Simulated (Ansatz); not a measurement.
# Tc of Cu (Fm-3m) from its phonons, part 2 of 2

Aim: the phonon-mediated transition temperature of Cu (Fm-3m) at ambient pressure, over a range of μ*. The cell shown first is a relaxed one, from steps not shown here.

Ansatz 0.2.0; DFT PBE, scalar-relativistic, plane waves, PAW.

So far, log mean phonon energy ħω_log (meV): step 2 (resistivity: q 3×3×3, k 12×12×12, scattering 16×16×16) 18.1.

## 3. Coupling and resistivity: q 4×4×4, k 12×12×12, scattering 20×20×20

The next rung changes the q mesh, which sets the reach of the force constants and couplings; the scattering mesh, which samples the Fermi surface.

The input, input.yaml:

```yaml
crystal:
  lattice:
    - [0.0, 1.8150328204, 1.8150328204]
    - [1.8150328204, 0.0, 1.8150328204]
    - [1.8150328204, 1.8150328204, 0.0]
  atoms:
    - { symbol: Cu, position: [0.0, 0.0, 0.0] }
kpoints:
  mp_grid: { grid: [12, 12, 12] }
hamiltonian:
  xc: pbe
scf:
  occupations: { method: methfessel_paxton, width: 0.2 }
output:
  eigenvalues: true
phonons:
  method: dfpt
  qmesh: [4, 4, 4]
  temperatures: { t_max: 1000, t_step: 50 }
  qpath:
    path:
      - [[0.0, 0.0, 0.0], [0.5, 0.0, 0.5], [0.625, 0.25, 0.625]]
      - [[0.375, 0.375, 0.75], [0.0, 0.0, 0.0], [0.5, 0.5, 0.5], [0.5, 0.25, 0.75], [0.5, 0.0, 0.5]]
    npoints: 10
  electrical_resistivity:
    mesh: [20, 20, 20]
    temperatures: [20.0, 50.0, 80.0, 100.0, 150.0, 200.0, 273.0, 300.0, 400.0, 500.0, 600.0, 800.0]
  superconductivity: { mesh: [20, 20, 20] }
```

Command:

```console
$ ansatz run input.yaml --threads 4 --pin off --max-ram 10240MiB --backend cpu --events-out ev --progress --plain --runs-dir out
```

Numbers of over 12 decimals in the logs are rounded to 6 here.

The program printed:

```text
[...]
Crystal: 1 atoms, lattice volume = 11.959 Å³
Basis set: ecut = 420 eV, 259 PW (Γ), exchange–correlation on 36×36×36 points (8 copies of the dense FFT grid, shifted against one another)
Bands: 14, of which v1, the nominal top of the filled ones, is band 10 counted from 1 (9 counted from 0)
Symmetry: 48 space group operations
k-points: 72 of 1728
[...]
SCF iter   1: F=—  HF=-6625.169963 eV  |F-HF|=—  |Δ(HF+E_count)|=         —  Δρ=6.98e-4  dr2=1.17e-5  ethr=1.77e-3  ⟨swp⟩=4.9  Hψ=4877  notcnv=0
[...]
SCF iter   6: F=-6625.170106 eV  HF=-6625.170106 eV  |F-HF|=0.00e0  |Δ(HF+E_count)|=  1.99e-10  S|Δr|=    0.00e0  Δρ=7.01e-8  dr2=1.44e-13  ethr=1.00e-12  ⟨swp⟩=6.7  Hψ=4675  notcnv=0
SCF 1 converged in 6 iterations: F = -6625.170106 eV  dr2 = 1.44e-13
[...]
NSCF: frozen V_eff on 72 k-points
[...]
SCF iter   1: F=—  HF=-6625.169963 eV  |F-HF|=—  |Δ(HF+E_count)|=         —  Δρ=6.98e-4  dr2=1.17e-5  ethr=1.77e-3  ⟨swp⟩=4.9  Hψ=4877  notcnv=0
[...]
SCF iter   6: F=-6625.170106 eV  HF=-6625.170106 eV  |F-HF|=1.82e-12  |Δ(HF+E_count)|=  1.99e-10  S|Δr|=    0.00e0  Δρ=7.02e-8  dr2=1.44e-13  ethr=1.00e-12  ⟨swp⟩=3.3  Hψ=2722  notcnv=0
SCF 2 converged in 6 iterations: F = -6625.170106 eV  dr2 = 1.44e-13
[...]
SCF converged after 6 iterations
[...]
Free energy (F): -6625.170106 eV
[...]
Internal energy: -6625.170683 eV  (E = F + TS)
E sigma→0 (E₀):  -6625.170250 eV
Entropy (-TS):   0.000578 eV (0.578 meV/atom)
Fermi energy:    16.406890 eV
[...]
--- Band table (eV; the first three rows and the last of 72) ---
  k-point 0: bands = [... 6 lower, 13.5315, 13.5315, 14.3488, 14.3488, 39.0060, 41.4104, 41.4104, 41.4104]
  k-point 1: bands = [... 6 lower, 13.5775, 13.5775, 14.3317, 14.3317, 37.1946, 39.7746, 40.7231, 40.7231]
  k-point 2: bands = [... 6 lower, 13.6691, 13.6691, 14.3234, 14.3234, 32.9711, 39.3858, 39.7483, 39.7483]
  k-point 71: bands = [... 6 lower, 13.0243, 14.3067, 15.0561, 22.6310, 22.6310, 24.7395, 25.1336, 44.4738]
[...]
ASR residual: 2.438e-5 → 0.000e0 eV/Å²; symmetrization residual: 1.364e-11 eV/Å²
  ASR residual per site (eV/Å²): 2.44e-5
  Γ frequencies (cm⁻¹): 0.00 0.00 0.00
--- Phonons (arbitrary-q DFPT): 8 irreducible q on the 4×4×4 mesh ---
[...]
interpolated dispersion: 62 rows × 3 modes
[...]
--- Electrical resistivity: potentials and phonons of a 4×4×4 supercell ---
[...]
at the Fermi level of each mesh (of a tensor a third of its trace):
[...]
20×20×20                     0.1548              8.8513    0.1242    0.1309          17.990
       10×10×10                     0.1558              8.8985    0.1253    0.1407          17.938
          5×5×5                     0.1452              8.6476    0.1281    0.1748          17.612
  resistivity on the deck's mesh, µΩ·cm:
[...]
20.00     8.1625e-4              no     8.1625e-4     8.1625e-4     8.1625e-4       2.2954e-3         1.4503e-3
     50.00     6.0887e-2              no     6.0887e-2     6.0887e-2     6.0887e-2       1.0057e-1         6.1702e-2
     80.00     2.5066e-1              no     2.5066e-1     2.5066e-1     2.5066e-1       3.0992e-1         2.3587e-1
    100.00     4.0403e-1              no     4.0403e-1     4.0403e-1     4.0403e-1       4.6478e-1         3.8022e-1
    150.00     7.8456e-1              no     7.8456e-1     7.8456e-1     7.8456e-1       8.4909e-1         7.4832e-1
    200.00      1.1445e0              no      1.1445e0      1.1445e0      1.1445e0        1.2192e0          1.0995e0
    273.00      1.6467e0              no      1.6467e0      1.6467e0      1.6467e0        1.7424e0          1.5890e0
    300.00      1.8285e0              no      1.8285e0      1.8285e0      1.8285e0        1.9328e0          1.7659e0
    400.00      2.4919e0              no      2.4919e0      2.4919e0      2.4919e0        2.6298e0          2.4107e0
    500.00      3.1466e0              no      3.1466e0      3.1466e0      3.1466e0        3.3201e0          3.0463e0
    600.00      3.7968e0              no      3.7968e0      3.7968e0      3.7968e0        4.0074e0          3.6772e0
    800.00      5.0900e0              no      5.0900e0      5.0900e0      5.0900e0        5.3806e0          4.9316e0
[...]
not converged in the mesh (λ_tr; the resistivity at 20 K by 3.32 %; the resistivity at 50 K by 3.68 %; the resistivity at 80 K by 3.23 %; the resistivity at 100 K by 3.05 %; the resistivity at 150 K by 2.79 %; the resistivity at 200 K by 2.67 %; the resistivity at 273 K by 2.55 %; the resistivity at 300 K by 2.52 %; the resistivity at 400 K by 2.44 %; the resistivity at 500 K by 2.39 %; the resistivity at 600 K by  [...]
  vibrations of 64 cells: unjudged by the run; compare a larger repeat
[...]
--- Superconductivity: potentials and phonons of a 4×4×4 supercell ---
           mesh         λ    ħω_log (meV)  μ* declared at (meV)
       20×20×20    0.1242          17.990               19.904
       10×10×10    0.1253          17.938               19.784
          5×5×5    0.1281          17.612               19.448
  λ by the species' shares of the modes' patterns: Cu 0.1242
[...]
0.08      0.000         0.000    none_found    none_found    none_found    none_found     none_found
      0.10      0.000         0.000    none_found    none_found    none_found    none_found     none_found
      0.12          -             -    none_found    none_found    none_found    none_found     none_found
      0.13          -             -    none_found    none_found    none_found    none_found     none_found
      0.14          -             -    none_found    none_found    none_found    none_found     none_found
      0.16          -             -    none_found    none_found    none_found    none_found     none_found
      0.20          -             -    none_found    none_found    none_found    none_found     none_found
  none_found: no transition down to 0.1 K
[...]
converged in the mesh: between neighbouring meshes, the two finest first, λ moves by 0.87 % and 2.27 % and the anisotropic transition temperature over the full bandwidth at μ* = 0.13 by nothing (neither mesh has one) and nothing (neither mesh has one); converged means that the two finest part by at most 2.00 % and 5.00 %
  vibrations of 64 cells: unjudged by the run; compare a larger repeat
[...]
```

Run time: 2 min. Hardware: 4 threads of Arm Neoverse V2, shared host; peak memory 3.5 GiB.

Numbers from this step:

```yaml
zero_point_energy: 0.02997 eV/cell
highest_frequency_solved_or_plainly_interpolated: 244.2 cm⁻¹
resistivity_at_300_k: 1.829 μΩ cm
coupling_constant_lambda: 0.1242
density_of_states_at_the_fermi_level: 0.1548 states/eV a spin and cell
log_mean_phonon_energy_omega_log: 17.99 meV
transport_coupling_constant_lambda_tr: 0.1309, 0.1309, 0.1309 (xx, yy, zz)
drude_plasma_energy: 8.851, 8.851, 8.851 eV (xx, yy, zz)
resistivity_times_mean_free_path: 6.785, 6.785, 6.785 × 10⁻¹⁶ Ω m² (xx, yy, zz)
second_moment_phonon_energy_omega: 19.90 meV
coupling_lambda_by_branch: 0.0454, 0.0476, 0.0311 (branches by rank of frequency)
```

An empty cell: under 1 mK by a formula, or no transition down to the floor of the Eliashberg search. Transition temperatures:

| μ* | McMillan Tc (K) | Allen–Dynes Tc (K) |
| --- | --- | --- |
| 0.08 | - | - |
| 0.1 | - | - |
| 0.12 | - | - |
| 0.13 | - | - |
| 0.14 | - | - |
| 0.16 | - | - |
| 0.2 | - | - |

Between step 2 and this run (scattering mesh 20×20×20 and q mesh 4×4×4) the value for the log mean phonon energy ħω_log moves from 18.1 meV to 18.0 meV.

## 4. Coupling and resistivity: q 6×6×6, k 18×18×18, scattering 24×24×24

The next rung changes the q mesh, which sets the reach of the force constants and couplings; the k mesh of the density and its response; the scattering mesh, which samples the Fermi surface.

input.yaml, the sections that differ from step 3:

```yaml
kpoints:
  mp_grid: { grid: [18, 18, 18] }
phonons:
  method: dfpt
  qmesh: [6, 6, 6]
  temperatures: { t_max: 1000, t_step: 50 }
  qpath:
    path:
      - [[0.0, 0.0, 0.0], [0.5, 0.0, 0.5], [0.625, 0.25, 0.625]]
      - [[0.375, 0.375, 0.75], [0.0, 0.0, 0.0], [0.5, 0.5, 0.5], [0.5, 0.25, 0.75], [0.5, 0.0, 0.5]]
    npoints: 10
  electrical_resistivity:
    mesh: [24, 24, 24]
    temperatures: [20.0, 50.0, 80.0, 100.0, 150.0, 200.0, 273.0, 300.0, 400.0, 500.0, 600.0, 800.0]
  superconductivity: { mesh: [24, 24, 24] }
# crystal, hamiltonian, scf, output: as in step 3
```

The program printed:

```text
[...]
Crystal: 1 atoms, lattice volume = 11.959 Å³
Basis set: ecut = 420 eV, 259 PW (Γ), exchange–correlation on 36×36×36 points (8 copies of the dense FFT grid, shifted against one another)
Bands: 14, of which v1, the nominal top of the filled ones, is band 10 counted from 1 (9 counted from 0)
Symmetry: 48 space group operations
k-points: 195 of 5832
[...]
SCF iter   1: F=—  HF=-6625.174385 eV  |F-HF|=—  |Δ(HF+E_count)|=         —  Δρ=1.27e-3  dr2=1.01e-4  ethr=1.77e-3  ⟨swp⟩=4.9  Hψ=13171  notcnv=0
[...]
SCF iter   6: F=-6625.174508 eV  HF=-6625.174508 eV  |F-HF|=1.82e-12  |Δ(HF+E_count)|=  2.30e-10  S|Δr|=    0.00e0  Δρ=2.95e-8  dr2=3.80e-14  ethr=1.00e-12  ⟨swp⟩=5.8  Hψ=11584  notcnv=0
SCF 1 converged in 6 iterations: F = -6625.174508 eV  dr2 = 3.80e-14
[...]
SCF iter   1: F=—  HF=-6625.174385 eV  |F-HF|=—  |Δ(HF+E_count)|=         —  Δρ=1.27e-3  dr2=1.01e-4  ethr=1.77e-3  ⟨swp⟩=4.9  Hψ=13171  notcnv=0
[...]
SCF iter   6: F=-6625.174508 eV  HF=-6625.174508 eV  |F-HF|=9.09e-13  |Δ(HF+E_count)|=  2.30e-10  S|Δr|=    0.00e0  Δρ=2.95e-8  dr2=3.79e-14  ethr=1.00e-12  ⟨swp⟩=3.1  Hψ=6932  notcnv=0
SCF 2 converged in 6 iterations: F = -6625.174508 eV  dr2 = 3.79e-14
[...]
SCF converged after 6 iterations
[...]
Free energy (F): -6625.174508 eV
[...]
Internal energy: -6625.174494 eV  (E = F + TS)
E sigma→0 (E₀):  -6625.174505 eV
Entropy (-TS):   -0.000014 eV (-0.014 meV/atom)
Fermi energy:    16.478323 eV
[...]
--- Band table (eV; the first three rows and the last of 195) ---
  k-point 0: bands = [... 6 lower, 13.5424, 13.5424, 14.3599, 14.3599, 39.0064, 41.4116, 41.4116, 41.4116]
  k-point 1: bands = [... 6 lower, 13.5637, 13.5637, 14.3515, 14.3515, 38.3146, 40.1200, 41.0494, 41.0494]
  k-point 2: bands = [... 6 lower, 13.6190, 13.6190, 14.3343, 14.3343, 35.8329, 39.6242, 40.3855, 40.3855]
  k-point 194: bands = [... 6 lower, 13.2451, 14.3431, 15.0681, 21.8779, 23.4249, 24.5480, 25.3953, 42.8902]
[...]
ASR residual: 9.077e-6 → 0.000e0 eV/Å²; symmetrization residual: 8.185e-12 eV/Å²
  ASR residual per site (eV/Å²): 9.08e-6
  Γ frequencies (cm⁻¹): 0.00 0.00 0.00
--- Phonons (arbitrary-q DFPT): 16 irreducible q on the 6×6×6 mesh ---
[...]
q = [0.1667, 0.3333, -0.5000] (star 24, 3 solved perturbations on 3078 of 5832 k-point pairs; hermiticity 1.93e-10, symmetrization 4.82e-14): 135.41 165.61 215.43
[...]
interpolated dispersion: 62 rows × 3 modes
[...]
--- Electrical resistivity: potentials and phonons of a 6×6×6 supercell ---
[...]
at the Fermi level of each mesh (of a tensor a third of its trace):
[...]
24×24×24                     0.1535              8.8810    0.1265    0.1306          17.924
       12×12×12                     0.1546              8.8417    0.1243    0.1352          17.940
          6×6×6                     0.1663              9.2756    0.1276    0.1566          18.225
  resistivity on the deck's mesh, µΩ·cm:
[...]
20.00     8.5183e-4             yes     8.5183e-4     8.5183e-4     8.5183e-4       2.2037e-3         1.7052e-3
     50.00     6.1382e-2             yes     6.1382e-2     6.1382e-2     6.1382e-2       9.8799e-2         6.3628e-2
     80.00     2.5101e-1             yes     2.5101e-1     2.5101e-1     2.5101e-1       3.0582e-1         2.3999e-1
    100.00     4.0416e-1             yes     4.0416e-1     4.0416e-1     4.0416e-1       4.5912e-1         3.8582e-1
    150.00     7.8403e-1             yes     7.8403e-1     7.8403e-1     7.8403e-1       8.3966e-1         7.5744e-1
    200.00      1.1431e0             yes      1.1431e0      1.1431e0      1.1431e0        1.2062e0          1.1119e0
    273.00      1.6440e0             yes      1.6440e0      1.6440e0      1.6440e0        1.7243e0          1.6063e0
    300.00      1.8253e0             yes      1.8253e0      1.8253e0      1.8253e0        1.9128e0          1.7851e0
    400.00      2.4869e0             yes      2.4869e0      2.4869e0      2.4869e0        2.6033e0          2.4369e0
    500.00      3.1399e0             yes      3.1399e0      3.1399e0      3.1399e0        3.2872e0          3.0798e0
    600.00      3.7884e0             yes      3.7884e0      3.7884e0      3.7884e0        3.9683e0          3.7182e0
    800.00      5.0780e0             yes      5.0780e0      5.0780e0      5.0780e0        5.3294e0          4.9881e0
[...]
not converged in the mesh (λ; λ_tr): between neighbouring meshes, the two finest first, λ moves by 1.73 % and 2.65 %, λ_tr by 3.53 % and 15.83 % and the resistivity by up to 1.32 % and 28.13 %; an estimate, no bound, puts it up to 8.5e-7 % above the Boltzmann equation's exact value after up to 7 iterations (at most 30 are made, fewer where the estimate is under 1.0e-6 % of each spin channel's own resistivity)
  vibrations of 216 cells: unjudged by the run; compare a larger repeat
[...]
--- Superconductivity: potentials and phonons of a 6×6×6 supercell ---
           mesh         λ    ħω_log (meV)  μ* declared at (meV)
       24×24×24    0.1265          17.924               19.881
       12×12×12    0.1243          17.940               19.831
          6×6×6    0.1276          18.225               19.925
  λ by the species' shares of the modes' patterns: Cu 0.1265
[...]
0.08      0.000         0.000    none_found    none_found    none_found    none_found     none_found
      0.10      0.000         0.000    none_found    none_found    none_found    none_found     none_found
      0.12          -             -    none_found    none_found    none_found    none_found     none_found
      0.13          -             -    none_found    none_found    none_found    none_found     none_found
      0.14          -             -    none_found    none_found    none_found    none_found     none_found
      0.16          -             -    none_found    none_found    none_found    none_found     none_found
      0.20          -             -    none_found    none_found    none_found    none_found     none_found
  none_found: no transition down to 0.1 K
[...]
vibrations of 216 cells: unjudged by the run; compare a larger repeat
[...]
```

Elapsed: 11 min, on 4 threads; peak memory 6.7 GiB; 41 min of CPU time.

This step gave:

| Property | Result |
| --- | --- |
| zero point energy | 0.02998 eV/cell |
| highest frequency, solved or plainly interpolated | 241.5 cm⁻¹ |
| resistivity at 300 K | 1.825 μΩ cm |
| coupling constant λ | 0.1265 |
| density of states at the Fermi level | 0.1535 states/eV a spin and cell |
| log mean phonon energy ħω_log | 17.92 meV |
| transport coupling constant λ_tr | 0.1306, 0.1306, 0.1306 (xx, yy, zz) |
| Drude plasma energy | 8.881, 8.881, 8.881 eV (xx, yy, zz) |
| resistivity times mean free path | 6.777, 6.777, 6.777 × 10⁻¹⁶ Ω m² (xx, yy, zz) |
| second-moment phonon energy ħω₂ | 19.88 meV |
| coupling λ by branch | 0.0455, 0.0478, 0.0333 (branches by rank of frequency) |

An empty cell: under 1 mK by a formula, or no transition down to the floor of the Eliashberg search. Transition temperatures:

| μ* | McMillan Tc (K) | Allen–Dynes Tc (K) |
| --- | --- | --- |
| 0.08 | - | - |
| 0.1 | - | - |
| 0.12 | - | - |
| 0.13 | - | - |
| 0.14 | - | - |
| 0.16 | - | - |
| 0.2 | - | - |

Eliashberg function α²F against phonon energy; read off at these points:

| phonon energy (meV) | α²F | α²F tr |
| --- | --- | --- |
| 1.0 | 0 | 0 |
| 2.0 | 2.0e-4 | 0 |
| 3.0 | 6.3e-4 | 1.0e-4 |
| 4.0 | 0.00115 | 2.0e-4 |
| 5.0 | 0.00185 | 4.8e-4 |
| 6.0 | 0.00270 | 9.0e-4 |
| 7.0 | 0.00378 | 0.00168 |
| 8.0 | 0.00541 | 0.00316 |
| 9.0 | 0.00756 | 0.00564 |
| 10.0 | 0.0106 | 0.00983 |
| 11.0 | 0.0147 | 0.0159 |
| 12.0 | 0.0204 | 0.0244 |
| 13.0 | 0.0284 | 0.0366 |
| 14.0 | 0.0467 | 0.0640 |
| 15.0 | 0.0609 | 0.0892 |
| 16.0 | 0.0616 | 0.0855 |
| 17.0 | 0.0659 | 0.0860 |
| 18.0 | 0.0768 | 0.0951 |
| 19.0 | 0.0947 | 0.111 |
| 20.0 | 0.109 | 0.119 |
| 21.0 | 0.0615 | 0.0604 |
| 22.0 | 0.0641 | 0.0502 |
| 23.0 | 0.0635 | 0.0445 |
| 24.0 | 0.0547 | 0.0356 |
| 25.0 | 0.0183 | 0.0134 |
| 26.0 | 0.0701 | 0.0467 |
| 26.7 | 0.118 | 0.0812 |
| 27.0 | 0.117 | 0.0837 |
| 27.6 | 0.114 | 0.0905 |
| 28.0 | 0.0881 | 0.0737 |
| 29.0 | 0.0404 | 0.0372 |

Twice the integral of α²F/ω over this curve gives λ = 0.13, half of it from below 19.2 meV. Distinct peaks of the Eliashberg function α²F (α²F) stand at 20.1 and 26.7 meV; the one at 26.7 meV is strongest.

## 5. What came out

| Quantity | Value |
| --- | --- |
| meshes | q 6×6×6, k 18×18×18, scattering 24×24×24 |
| coupling constant λ | 0.127 |
| log mean phonon energy ħω_log | 17.9 meV |

**Reading.** In the last run (PBE, q 6×6×6, k 18×18×18, scattering 24×24×24), with λ = 0.13 and ħω_log = 17.9 meV, Tc at μ* = 0.13 is under 1 mK by the formulas. Wikipedia's list of superconducting elements holds no transition of Cu at normal pressure, in line with the calculation. In that run Allen and Dynes's formula gives no transition above 0.05 K at μ* = 0.10 or more. By the run's own test λ is not converged in the fine mesh: it moves by 2 % between the two finest, and by up to 4 % in the other runs. The run's transport test calls it not converged in the mesh. Over the runs, λ takes the values 0.123, 0.124 and 0.127, in the order shown. μ* is a typed number, phonons are harmonic, and spin fluctuations are left out; with λ this near or under μ*(1 + 0.62 λ), the formulas give Tc only to its order of magnitude, or none.

[Logs are printed without paths, hosts, clocks, repeated set-up lines and the standing remarks that a program may print on its own settings, such as how far it seeks lower states.]

[Hosts, paths, dates, database ids (printed as entryN), source tags and the programs' standing remarks are cut or masked in the printed files.]
